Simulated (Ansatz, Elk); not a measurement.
# How far do independent atoms describe ZnCr3C?

Structure refinements treat a crystal as free atoms side by side. For a made-up structure of ZnCr3C (cell and positions from a PBEsol relaxation) the runs below show what the calculated density changes in F(hkl).

Main program and level: Elk 11.2.3 (patched build); DFT, PBE, all-electron APW+lo, Dirac cores, scalar-relativistic bands, static density, no spin.

The structure was built from a prototype and need not be the compound's stable phase.

## 1. The starting structure

The structure is cubic, space group Pm-3m (No. 221). The conventional cell has a = 3.804 Å, b = 3.804 Å, c = 3.804 Å, α = 90.00°, β = 90.00°, γ = 90.00°. Zn has 12 Cr at 2.69 Å nearest. Nearest to Cr lie 2 C at 1.90 Å and 4 Zn at 2.69 Å and 8 Cr at 2.69 Å. C has 6 Cr at 1.90 Å nearest. Farther neighbours are not listed.

## 2. Ground state and structure factors

An all-electron density is needed, since X-rays see the cores too. Task 0 finds the density and task 195 Fourier-transforms it; tshift is off so that phases refer to the origin typed.

elk.in reads:

```
tasks
  0
  195

xctype
  20

spinpol
  .false.

rgkmax
  7.0

gmaxvr
  14.0

lmaxo
  7

lmaxapw
  8

swidth
  0.002

tshift
  .false.

hmaxvr
  5.5

maxscl
  120

epspot
  1e-06

sppath
  './'

avec
  7.18872565161 -0.00000000000 -0.00000000000
  -0.00000000000 7.18872565161 0.00000000000
  -0.00000000000 0.00000000000 7.18872565161

atoms
  3
  'Zn.in'
  1
  -0.0000000000 0.0000000000 0.0000000000   0.000000 0.000000 0.000000
  'Cr.in'
  3
  0.5000000000 -0.0000000000 0.5000000000   0.000000 0.000000 0.000000
  0.5000000000 0.5000000000 -0.0000000000   0.000000 0.000000 0.000000
  -0.0000000000 0.5000000000 0.5000000000   0.000000 0.000000 0.000000
  'C.in'
  1
  0.5000000000 0.5000000000 0.5000000000   0.000000 0.000000 0.000000

ngridk
  6 6 6
```

The run is started by

```
> OMP_NUM_THREADS=4 elk
```

Numbers of over 12 decimals in the logs are rounded to 6 here.

Output:

```text
┌─────────────────────────┐
│ Elk code version 11.2.3 │
└─────────────────────────┘

All units are atomic (Hartree, Bohr, etc.)

┌─────────────────────────────────────────────────┐
│ Ground-state run starting from atomic densities │
└─────────────────────────────────────────────────┘

Lattice vectors :
   7.188725652      -0.000000000      -0.000000000
  -0.000000000       7.188725652       0.000000000
  -0.000000000       0.000000000       7.188725652

Reciprocal lattice vectors :
  0.8740332587       0.000000000       0.000000000
   0.000000000      0.8740332587       0.000000000
   0.000000000       0.000000000      0.8740332587

Unit cell volume      :    371.4973575
Brillouin zone volume :   0.6677038435

Muffin-tin inner radius fraction :   0.1000000000E-01

Nuclei treated as point charges

Species : 1 (Zn)
 parameters loaded from : Zn.in
 name : zinc
 nuclear charge    :   -30.00000000
 electronic charge :    30.00000000
 atomic mass :    119233.3130
 muffin-tin radius :    2.400000000
 number of radial points in muffin-tin :    993
 inner part over the whole radius :   0.9843840322E-02
 number on inner part of muffin-tin    :    701
 approximate nuclear radius :   0.7484757725E-04
 number of mesh points to nuclear radius :    337
 atomic positions (lattice), magnetic fields (Cartesian) :
  1 :   0.00000000  0.00000000  0.00000000    0.00000000  0.00000000  0.00000000

Species : 2 (Cr)
 parameters loaded from : Cr.in
 name : chromium
 nuclear charge    :   -24.00000000
 electronic charge :    24.00000000
 atomic mass :    94783.09202
 muffin-tin radius :    2.025350186
 number of radial points in muffin-tin :    993
 inner part over the whole radius :   0.9894114366E-02
 number on inner part of muffin-tin    :    696
 approximate nuclear radius :   0.6987106690E-04
 number of mesh points to nuclear radius :    332
 atomic positions (lattice), magnetic fields (Cartesian) :
  1 :   0.50000000  0.00000000  0.50000000    0.00000000  0.00000000  0.00000000
  2 :   0.50000000  0.50000000  0.00000000    0.00000000  0.00000000  0.00000000
  3 :   0.00000000  0.50000000  0.50000000    0.00000000  0.00000000  0.00000000

Species : 3 (C)
 parameters loaded from : C.in
 name : carbon
 nuclear charge    :   -6.000000000
 electronic charge :    6.000000000
 atomic mass :    21894.16674
 muffin-tin radius :    1.519012640
 number of radial points in muffin-tin :    593
 inner part over the whole radius :   0.9962897649E-02
 number on inner part of muffin-tin    :    404
 approximate nuclear radius :   0.4747601631E-04
 number of mesh points to nuclear radius :    168
 atomic positions (lattice), magnetic fields (Cartesian) :
  1 :   0.50000000  0.50000000  0.50000000    0.00000000  0.00000000  0.00000000

Total number of atoms per unit cell :    5
Total muffin-tin volume :    176.9897559
 ratio of muffin-tin to unit cell volume :   0.4764226511

Spin treatment :
 spin-unpolarised

Number of Bravais lattice symmetries :   48
Number of crystal symmetries         :   48
Crystal has inversion symmetry
Real symmetric eigensolver will be used

k-point grid :      6     6     6
k-point offset :    0.000000000       0.000000000       0.000000000
k-point set is reduced with full crystal symmetry group
Total number of k-points :       20

Muffin-tin radius times maximum |G+k| :    7.000000000
 using average radius
Maximum |G+k| for APW functions       :    3.501728734
Maximum (1/2)|G+k|²                   :    6.131052064
Maximum |G| for potential and density :    14.00000000
Constant for pseudocharge density :    8
 order of it for each species :   15  15  15
 order of it for pair densities of each species (exact exchange by exxq0 0: 16) :   14  10   4
Radial integration step length :    1

G-vector grid sizes :     35    35    35
Number of G-vectors :    17077

Maximum angular momentum used for
 APW functions            :    8
 outer part of muffin-tin :    7
 inner part of muffin-tin :    2

Total nuclear charge    :   -108.0000000
[...]
xc potential                :     -258.15751085353
 exchange                    :     -216.75223867662
 correlation                 :     -4.965621
 electron entropic           :    -0.16115477760289E-02
 total energy                :     -4987.6912394310

Density of states at Fermi energy :    122.1582729
 (states/Hartree/unit cell)

Estimated indirect band gap :   0.7322713773E-03
 from k-point 15 to k-point 3
Estimated direct band gap   :   0.7393081690E-02
 at k-point 16

Charges :
 core                        :    44.00000000
 valence                     :    64.00000000
 interstitial                :    9.349511018
 muffin-tins (core leakage)
  species : 1 (Zn)
   atom 1                    :    29.18502369     (  0.8813957805E-04)
  species : 2 (Cr)
[...]
species : 3 (C)
[...]
total in muffin-tins        :    98.65048898
 total calculated charge     :    107.9992940
 total charge                :    108.0000000
 error                       :   0.7059842655E-03

RMS change in Kohn-Sham potential (target) :    1.337842850     (  0.1000000000E-05)
Absolute change in total energy (target)   :   0.3579498261     (  0.1000000000E-03)

[... loops 3 to 17 left out ...]

┌──────────────────┐
│ Loop number : 18 │
└──────────────────┘

Energies :
 Fermi                       :     0.380440
 sum of occupied eigenvalues :     -2872.7730744832
 electron kinetic            :      5056.1495808412
 core electron kinetic       :      4535.7809835152
 Coulomb                     :     -9819.4472701285
 Coulomb potential           :     -7638.8181392994
 nuclear-nuclear             :     -866.62303306652
 electron-nuclear            :     -10295.226809925
 Hartree                     :      1342.4025728633
 Madelung                    :     -6000.0382004788
 xc potential                :     -290.10451602506
 exchange                    :     -218.56515618128
 correlation                 :     -4.975929
 electron entropic           :    -0.16519053720145E-02
 total energy                :     -4986.8404268535

Density of states at Fermi energy :    115.1986447
 (states/Hartree/unit cell)

Estimated indirect band gap :   0.4133196863E-02
 from k-point 15 to k-point 11
Estimated direct band gap   :   0.9181543576E-02
 at k-point 17

Charges :
 core                        :    44.00000000
 valence                     :    64.00000000
 interstitial                :    8.295693219
 muffin-tins (core leakage)
  species : 1 (Zn)
[...]
species : 2 (Cr)
[...]
species : 3 (C)
[...]
total in muffin-tins        :    99.70430678
 total calculated charge     :    107.9997272
 total charge                :    108.0000000
 error                       :   0.2727960427E-03

RMS change in Kohn-Sham potential (target) :   0.6840661989E-06 (  0.1000000000E-05)
Absolute change in total energy (target)   :   0.3985034527E-04 (  0.1000000000E-03)

Convergence targets achieved

┌──────────────────┐
│ Loop number : 19 │
└──────────────────┘

Energies :
 Fermi                       :     0.380440
 sum of occupied eigenvalues :     -2872.7730826948
 electron kinetic            :      5056.1495885103
 core electron kinetic       :      4535.7809826911
 Coulomb                     :     -9819.4472838888
 Coulomb potential           :     -7638.8181387940
 nuclear-nuclear             :     -866.62303306652
 electron-nuclear            :     -10295.226838338
 Hartree                     :      1342.4025875154
 Madelung                    :     -6000.0382144918
 xc potential                :     -290.10453241108
 exchange                    :     -218.56515717674
 correlation                 :     -4.975929
 electron entropic           :    -0.16519059144873E-02
 total energy                :     -4986.8404339423

Density of states at Fermi energy :    115.1986703
 (states/Hartree/unit cell)

Estimated indirect band gap :   0.4133209136E-02
 from k-point 15 to k-point 11
Estimated direct band gap   :   0.9181549495E-02
 at k-point 17

Charges :
 core                        :    44.00000000
 valence                     :    64.00000000
 interstitial                :    8.295692668
 muffin-tins (core leakage)
  species : 1 (Zn)
[...]
species : 2 (Cr)
[...]
atom 2                    :    21.95956787     ( -0.2116029556E-06)
   atom 3                    :    21.95956787     ( -0.2116029556E-06)
  species : 3 (C)
   atom 1                    :    4.677871928     (  0.4363459463E-04)
 total in muffin-tins        :    99.70430733
 total calculated charge     :    107.9997272
 total charge                :    108.0000000
 error                       :   0.2727959157E-03

┌──────────────────────────────┐
│ Self-consistent loop stopped │
└──────────────────────────────┘

Wrote STATE.OUT
```

Run time: 27 s. Hardware: 4 threads of Arm Neoverse V1, shared host; peak memory 0.17 GiB.

SFACRHO.OUT:

```text

h k l indices transformed by vhmat matrix:
   1.000000000       0.000000000       0.000000000    
   0.000000000       1.000000000       0.000000000    
   0.000000000       0.000000000       1.000000000    

      h      k      l  multipl.   |H|            Re(F)            Im(F)           |F|

      0      0      0      1   0.0000000       108.00000     -0.43539541E-16   108.00000    
     -1      0      0      6  0.87403326       1.3224266     -0.50321716E-14   1.3224266    
      1     -1      0     12   1.2360697       10.278704     -0.19104948E-14   10.278704    
     -1     -1     -1      8   1.5138700       70.415756      0.11302541E-13   70.415756    
      0      0     -2      6   1.7480665       72.253689      0.85646459E-14   72.253689    
     -1     -2      0     24   1.9543978       3.2376494     -0.45325180E-14   3.2376494    
      1     -2      1     24   2.1409355       7.9706992     -0.71726488E-14   7.9706992    
      0      2     -2     12   2.4721394       59.006941      0.26534080E-14   59.006941    
      0     -3      0      6   2.6220998       3.0605795     -0.97902427E-14   3.0605795    
     -1      2     -2     24   2.6220998       3.1601361     -0.10509446E-14   3.1601361    
      3      1      0     24   2.7639358       6.8483499     -0.10226274E-14   6.8483499    
      1     -3      1     24   2.8988404       48.891045      0.25728844E-14   48.891045    
     -2      2      2      8   3.0277400       50.672933     -0.59403105E-14   50.672933    
     -3      2      0     24   3.1513717       2.8218424     -0.19102549E-13   2.8218424    
     -3      1      2     48   3.2703330       6.1128009      0.15555019E-13   6.1128009    
      0     -4      0      6   3.4961330       45.154202      0.10621050E-13   45.154202    
      2     -2     -3     24   3.6037314       2.3683835     -0.17791294E-13   2.3683835    
      4     -1      0     24   3.6037314       2.3679118     -0.17672379E-14   2.3679118
```

Elk indexes on the primitive cell of elk.in and gives |H| = 4π sin θ/λ in inverse bohr. Below, one row stands for each form hkl of the conventional cell (m members, Friedel mates merged), F is for one primitive cell and the density is static (no thermal factor). Free-atom factors are Waasmaier and Kirfel's, and R is Σm||F|−|F'||/Σm|F|. Elk warned that it couldn't find a linearisation energy, which lowers the accuracy of some states in this run and its variants.

```tsv
hkl	m	sin θ/λ (Å⁻¹)	abs F, DFT	neutral atoms	diff.
100	6	0.131	1.322	1.514	-0.192
110	12	0.186	10.279	9.794	+0.485
111	8	0.228	70.416	72.022	-1.606
200	6	0.263	72.254	73.260	-1.006
210	24	0.294	3.238	3.248	-0.010
211	24	0.322	7.971	8.010	-0.039
220	12	0.372	59.007	59.170	-0.164
300	6	0.394	3.061	3.255	-0.195
221	24	0.394	3.160	3.255	-0.095
310	24	0.416	6.848	6.960	-0.111
311	24	0.436	48.891	48.747	+0.144
222	8	0.455	50.673	50.589	+0.084
320	24	0.474	2.822	2.867	-0.045
321	48	0.492	6.113	6.148	-0.035
```

## 3. Results

```
R against neutral atoms, sin θ/λ < 0.3 Å⁻¹ : 2.16 %
R against neutral atoms, 0.3 to 0.81 Å⁻¹   : 0.59 %
```

In words: Independent neutral atoms miss the calculated amplitudes by R = 2.16 % below 0.3 Å⁻¹ and 0.59 % from there to 0.81 Å⁻¹; by shells, 14.49 % below 0.15 Å⁻¹ (1 form), 2.08 % 0.15 to 0.3 (4 forms), 0.54 % 0.3 to 0.45 (6 forms), 0.60 % above 0.45 (33 forms). Bonding, aspherical density and the tables' own atoms all enter these figures, and the runs don't part them. The largest change of an amplitude is -1.61 electrons, at 111. The basis has no finished test. The k-mesh has no finished test. These runs have no spin, though d or f shells may be open. Part of the difference isn't bonding: the tables are fits to free atoms and ions calculated by other methods than this functional. Thermal motion, anomalous dispersion and extinction are left out.

[Logs are printed without paths, hosts, clocks, repeated set-up lines and the standing remarks that a program may print on its own settings, such as how far it seeks lower states.]

[Hosts, paths, dates, database ids (printed as entryN), source tags and the programs' standing remarks are cut or masked in the printed files.]
